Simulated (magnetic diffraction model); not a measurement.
## MnBi3F15 below its ordering temperature

Space group P2_1/m (no. 11), a = 5.7100 Å, b = 11.0490 Å, c = 11.1684 Å, β = 104.63°.

| site | atom | x | y | z |
| --- | --- | --- | --- | --- |
| 4f | Bi | 0.9473 | 0.0554 | 0.3321 |
| 2a | Bi | 0 | 0 | 0 |
| 2e | Mn | 0.4900 | 1/4 | 0.7457 |
| 4f | F | 0.1018 | 0.9218 | 0.1839 |
| 4f | F | 0.1034 | 0.9024 | 0.4819 |
| 4f | F | 0.1497 | 0.8829 | 0.8875 |
| 4f | F | 0.3047 | 0.3924 | 0.3725 |
| 4f | F | 0.3083 | 0.3811 | 0.7187 |
| 4f | F | 0.3123 | 0.4026 | 0.0487 |
| 2e | F | 0.8475 | 1/4 | 0.3169 |
| 2e | F | 0.6530 | 1/4 | 0.6398 |
| 2e | F | 0.6187 | 1/4 | 0.9055 |

The compound is invented for this exercise: a known structure type with other elements, its cell scaled to their sizes and not relaxed.

Only Mn is taken to order (form factors of Mn4+); orders and moment sizes are assumed, and not adapted to the symmetry. Radiation: neutrons of λ = 2.567 Å, 8° to 40°; isotropic B of 0.33 Å² (Bi), 0.6 Å² (Mn) and 0.59 Å² (F). Simulated constant-wavelength pattern: nuclear and magnetic terms add, the magnetic one as |2.695 fm × Σ f S⊥ exp(2πi Q·r) exp(−B s²)|², summed over all Q at one angle with the factor 1/(sin²θ cos θ). For collinear order S is the moment m, which repeats by lattice and centring translations R with the sign exp(−2πi k·R). Free-ion form factors, Sears's scattering lengths of 1992, no absorption; a label names one of the reflections at its angle. The strongest nuclear line in the range is 100, and lines under 0.2 are left out.

Above the ordering temperature:

```csv
2θ (°),index,I
13.64,(0 0 1),0.7
19.13,(0 1 1),7.9
26.87,(1 0 0),100.0
26.87,(0 2 0),52.9
26.91,(1 0 -1),1.7
27.48,(0 0 2),1.4
30.11,(1 1 0),8.8
30.15,(1 1 -1),6.2
30.25,(0 2 1),2.5
30.67,(0 1 2),2.3
36.00,(1 1 1),5.1
36.10,(1 1 -2),0.8
38.36,(1 2 0),56.9
38.39,(1 2 -1),1.0
38.81,(0 2 2),0.6
```

Below it (cell unchanged):

```
2θ (°)      I
 13.34   12.3
 13.64    1.5
 19.13    7.9
 26.87  100.0
 26.87   52.9
 26.91    4.5
 27.48    1.4
 30.11   12.4
 30.15    6.2
 30.25    6.0
 30.67    3.3
 33.28    0.7
 36.00    5.1
 36.10    3.3
 38.36   56.9
 38.39    3.5
 38.81    0.6
```

**Question.** Find the propagation vector, then choose among these models:
A. collinear moments along [101], 2.46 μB on Mn; signs + at (0.4900, 1/4, 0.7457), − at (0.5100, 3/4, 0.2543)
B. collinear moments along [110], 2.46 μB on Mn; signs + at (0.4900, 1/4, 0.7457), + at (0.5100, 3/4, 0.2543)
C. collinear moments along [110], 2.46 μB on Mn; signs + at (0.4900, 1/4, 0.7457), − at (0.5100, 3/4, 0.2543)
D. collinear moments along [101], 2.46 μB on Mn; signs + at (0.4900, 1/4, 0.7457), + at (0.5100, 3/4, 0.2543)

No line moves, and magnetic intensity falls on nuclear lines such as the one at 30.11°; new lines at (0 1 0) have whole indices that obey the lattice centring, at places with no nuclear intensity to speak of, so the magnetic cell equals the chemical primitive cell: k = 0.

Magnetic intensity, observed (below minus above) and for each model:

| 2θ (°) | index | observed | A | B | C | D |
| --- | --- | --- | --- | --- | --- | --- |
| 13.34 | (0 1 0) | 12.3 | 12.3 | <0.2 | 2.6 | <0.2 |
| 13.64 | (0 0 1) | 0.8 | 0.8 | <0.2 | 11.8 | <0.2 |
| 19.13 | (0 1 1) | <0.2 | <0.2 | 7.2 | <0.2 | 6.1 |
| 26.87 | (0 2 0) | <0.2 | <0.2 | 0.6 | <0.2 | 2.8 |
| 30.11 | (1 1 0) | 3.5 | 3.5 | <0.2 | 3.0 | <0.2 |
| 30.15 | (1 1 -1) | <0.2 | <0.2 | 3.0 | <0.2 | 4.4 |
| 30.25 | (0 2 1) | 3.5 | 3.5 | <0.2 | 1.6 | <0.2 |
| 30.67 | (0 1 2) | 1.0 | 1.0 | <0.2 | 3.6 | <0.2 |

Model A matches.

The structure used: k = (0 0 0), collinear moments along [101], 2.46 μB on Mn; signs + at (0.4900, 1/4, 0.7457), − at (0.5100, 3/4, 0.2543).

[Logs are printed without paths, hosts, clocks, repeated set-up lines and the standing remarks that a program may print on its own settings, such as how far it seeks lower states.]
